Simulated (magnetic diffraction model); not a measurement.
# Ba₄CoRe₂S₁₂: what an assumed order does to the neutron pattern

Space group R-3m (no. 166), a = 6.8150 Å, c = 32.8070 Å.

| site | atom | x | y | z |
| --- | --- | --- | --- | --- |
| 6c | Re | 2/3 | 1/3 | 0.7527 |
| 6c | Ba | 1/3 | 2/3 | 0.7974 |
| 6c | Ba | 1/3 | 2/3 | 0.9589 |
| 3a | Co | 0 | 0 | 0 |
| 18h | S | 0.8207 | 0.1793 | 0.7884 |
| 18h | S | 0.8275 | 0.1725 | 0.9576 |

The compound is invented for this exercise: a known structure type with other elements, its cell scaled to their sizes and not relaxed.

Only Co is taken to order (form factors of Co2+); orders and moment sizes are assumed, and not adapted to the symmetry. Radiation: neutrons of λ = 2.0775 Å, 3° to 45°; isotropic B of 0.15 Å² (Re), 0.15 Å² (Ba), 0.22 Å² (Co) and 0.2 Å² (S). Simulated constant-wavelength pattern: nuclear and magnetic terms add, the magnetic one as |2.695 fm × Σ f S⊥ exp(2πi Q·r) exp(−B s²)|², summed over all Q at one angle with the factor 1/(sin²θ cos θ). For collinear order S is the moment m, which repeats by lattice and centring translations R with the sign exp(−2πi k·R). Free-ion form factors, Sears's scattering lengths of 1992, no absorption; a label names one of the reflections at its angle. The strongest nuclear line in the range is 100, and lines under 0.2 are left out.

Assume the order k = (0 0 0), collinear moments along [120], 1.29 μB on Co.

Predict the pattern, nuclear and magnetic parts apart.

```csv
2θ (°),index,nuclear,magnetic
10.90,(0 0 3),0.7,3.7
20.60,(1 0 1),53.5,1.5
21.56,(0 1 2),19.4,1.4
21.90,(0 0 6),20.6,0.8
25.05,(1 0 4),14.3,1.2
27.39,(0 1 5),18.8,1.1
32.88,(1 0 7),100.0,0.8
33.11,(0 0 9),0.7,0.3
35.50,(1 1 0),87.0,0.4
35.93,(0 1 8),4.4,0.6
37.24,(1 1 3),0.1,0.8
41.39,(0 2 1),0.2,0.3
41.91,(2 0 2),9.1,0.3
42.10,(1 1 6),22.3,0.6
42.48,(1 0 10),3.4,0.4
43.94,(0 2 4),22.3,0.2
44.66,(0 0 12),22.1,0.1
```

The strongest magnetic line in the range is (0 0 3) at 10.90° (3.7). On top of the Lorentz factor, which all lines share, magnetic lines fade with angle because f falls: for Co2+ it is 0.91, 0.71, 0.49 and 0.18 at sin θ/λ = 0.1, 0.2, 0.3 and 0.5 Å⁻¹, while nuclear lengths stay constant. The net moment is 1.29 μB a primitive cell.

[Logs are printed without paths, hosts, clocks, repeated set-up lines and the standing remarks that a program may print on its own settings, such as how far it seeks lower states.]
